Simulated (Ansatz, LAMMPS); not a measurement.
# Site preference of Li in place of Mg in glassy 44SiO2-56MgO (mol %) (83 atoms): runs compared

Aim: make Li in place of Mg at several sites of glassy 44SiO2-56MgO (mol %) (83 atoms), relax each, and compare their energies.

Computed with Ansatz 0.2.0: Kohn-Sham DFT, PBEsol, PAW (set soft_2), plane waves.

## Step 1: The cell as built

The cell holds 83 atoms: 15 Si, 19 Mg and 49 O. Cell: a = 10.007 Å, b = 10.007 Å, c = 10.007 Å, α = 90.0°, β = 90.0°, γ = 90.0°. 83 atoms (15 Si, 19 Mg, 49 O) placed at random at 2.56 g/cm³, melted at 4000 K for 10 ps at fixed volume with the Morse and Coulomb pair potential with partial charges (Pedone, Malavasi, Menziani, Cormack and Segre, J. Phys. Chem. B 110, 11780 (2006)). Quenched from 4000 K to 300 K at 30 K/ps and fixed volume, held 10 ps at zero pressure.

What the set-up can't give: The quench rate of 30 K/ps is orders of magnitude faster than experiment, which tends to freeze in extra defects. The network of bonds at the start is that of the classical potential that made the cell, and needn't be the one that DFT or experiment would give. Sampling is at Γ alone, for a cell whose shortest periodic width is 10 Å.

## Step 2: The reference run

The reference is a single point at the end of the relaxation.

Every defect cell starts from the geometry of this run and is relaxed in the fixed cell.

Its input, with most atom lines left out:

```yaml
crystal:
  lattice:
    - [10.00689, 0.0, 0.0]
    - [0.0, 10.00689, 0.0]
    - [0.0, 0.0, 10.00689]
  atoms:
    - { symbol: Si, position: [0.84552, 0.84484, 0.23527] }
    - { symbol: Si, position: [0.62657, 0.61199, 0.84194] }
    - { symbol: Si, position: [0.3411, 0.3348, 0.01462] }
    - { symbol: Si, position: [0.94762, 0.9431, 0.94754] }
    - { symbol: Si, position: [0.70816, 0.13882, 0.93253] }
    - { symbol: Si, position: [0.50029, 0.7895, 0.51746] }
    - { symbol: Si, position: [0.94167, 0.79582, 0.51777] }
    [... atom lines 8 to 83 left out ...]
kpoints:
  mp_grid: { grid: [1, 1, 1] }
hamiltonian:
  xc: pbesol
scf:
  occupations: { method: fixed }
output:
  forces: true
  stress: true
  populations: true
  dos:
    method: { smearing: { sigma: 0.08 } }
    de: 0.1
    projected: { site_lists: { Mg: [Mg], O: [O], Si: [Si] } }
  eigenvalues: true
  write_density: true
  write_potential: true
  volumetric_format: npy
```

- free energy per atom: -882.3467 eV/atom
- r.m.s. force component: 0.00453 eV/Å
- pressure: -2.103 GPa

Filled and empty levels are parted by 3.26 eV (at Γ alone); a semilocal functional tends to put such gaps too low. In a disordered cell it changes from sample to sample, and tail or defect levels can set it.

## Step 3: The runs

Each row is one run, on 4 threads of Arm Neoverse V2, shared host. The free energy is the program's total, comparable only between runs with the same functional, potentials and atoms.

| run | atoms | outcome | ionic steps, all passes | free energy (eV) | time | host memory (GiB) |
| --- | --- | --- | --- | --- | --- | --- |
| Single point at the start | 83 | converged | - | -73227.768 | 8.7 s | 1.3 |
| Relaxation | 83 | converged | 7 | -73234.777 | 40 s | 1.3 |
| Single point at the relaxed geometry | 83 | converged | - | -73234.777 | 15 s | 1.4 |
| Li on a site of Mg, site Mg21 | 83 | converged | 7 | -71523.132 | 3.3 min | 2.2 |
| Li on a site of Mg, site Mg31 | 83 | converged | 16 | -71522.989 | 6.8 min | 2.3 |
| Li on a site of Mg, site Mg26 | 83 | converged | 9 | -71522.619 | 3.5 min | 2.2 |
| Li on a site of Mg, site Mg33 | 83 | converged | 8 | -71523.056 | 3.5 min | 2.2 |
| Li on a site of Mg, site Mg32 | 83 | converged | 11 | -71522.569 | 4.5 min | 2.3 |
| Li on a site of Mg, site Mg24 | 83 | converged | 7 | -71522.698 | 3.2 min | 2.2 |

A closer look about site Mg21, the cheapest one, after relaxation: 12 atoms, nearest first, numbered in the order of the input, with positions taken from that point.

| atom | x | y | z | distance (Å) | bonds | moment (μB) |
| --- | --- | --- | --- | --- | --- | --- |
| Li21 | -0.02 | -0.07 | -0.10 | 0.12 | 4 | 0.00 |
| O44 | 0.08 | 1.60 | -0.90 | 1.84 | 3 | 0.00 |
| O63 | -1.45 | -0.73 | 0.92 | 1.86 | 4 | 0.03 |
| O75 | 1.06 | -1.40 | -0.98 | 2.02 | 4 | 0.00 |
| O55 | 1.42 | -0.08 | 1.51 | 2.07 | 4 | 0.00 |
| Mg24 | -0.03 | -1.32 | 2.15 | 2.52 | 4 | 0.00 |
| Mg34 | 0.66 | 2.64 | 0.70 | 2.81 | 4 | 0.00 |
| Mg18 | -2.48 | 0.88 | 1.42 | 2.99 | 5 | 0.00 |
| O71 | -0.96 | 2.21 | 1.80 | 3.01 | 3 | 0.00 |
| Si9 | -0.39 | 1.75 | -2.44 | 3.03 | 4 | 0.00 |
| Mg29 | 2.17 | -0.12 | -2.12 | 3.03 | 5 | 0.00 |
| Mg31 | 2.45 | -1.71 | 0.56 | 3.04 | 6 | 0.00 |

The column of bonds counts only the pairs O-Mg within 2.68 Å, O-Si within 2.08 Å, O-Li within 2.27 Å; other neighbours, such as metal atoms beside each other in a compound, aren't counted, and periodic images can show an atom twice.

## Step 4: The sites compared

All these cells hold the same atoms, so their energies can be compared with no chemical potential.

| site | neighbours | mean distance (Å) | atoms within 6 Å | energy over the best site (eV) | before relaxation (eV) | gain on relaxing (eV) | moment (μB) |
| --- | --- | --- | --- | --- | --- | --- | --- |
| Mg21 | O4 | 1.95 | 71 | 0.00 | 0.00 | 0.50 | 1.0 |
| Mg33 | O4 | 2.00 | 71 | 0.08 | 0.01 | 0.44 | 1.0 |
| Mg31 | O6 | 2.20 | 72 | 0.14 | 0.29 | 0.65 | 1.0 |
| Mg24 | O4 | 1.98 | 74 | 0.43 | 0.36 | 0.43 | 1.0 |
| Mg26 | O5 | 2.08 | 71 | 0.51 | 0.29 | 0.29 | 1.0 |
| Mg32 | O5 | 2.17 | 73 | 0.56 | 0.46 | 0.40 | 1.0 |

Neighbours are those of the relaxed host within 2.68 Å (O-Mg); other pairs aren't counted.

## Step 5: Findings

The cheapest site is Mg21 (4 neighbours, O4); the dearest, Mg32 (5 neighbours, O5), costs 0.56 eV more. By coordination the energies over the best site are 0.00 to 0.43 eV with 4 neighbours, 0.51 to 0.56 eV with 5 neighbours and 0.14 eV with 6 neighbours. Relaxation gains 0.29 to 0.65 eV and leaves the best site the same.

Caveats: Defects are neutral and interact with their images. The reference ran with fixed occupations, but 6 of the 6 defect cells with fermi-dirac smearing of 0.025 eV, spin polarised. In a disordered cell the relaxation can also rearrange atoms far from the site. In the spin-polarised runs the search for a state of lower energy was switched off. Only 6 of the 19 Mg sites were tried; unless symmetry makes the others alike to these, a cheaper one may exist. A local or semilocal functional tends to spread out the unpaired spin of such defects. The pressure of -2.1 GPa says that the cell would shrink at this level of theory.

The DFT runs together took 26 min of wall time.

[Logs are printed without paths, hosts, clocks, repeated set-up lines and the standing remarks that a program may print on its own settings, such as how far it seeks lower states.]

[Hosts, paths, dates, database ids (printed as entryN), source tags and the programs' standing remarks are cut or masked in the printed files.]
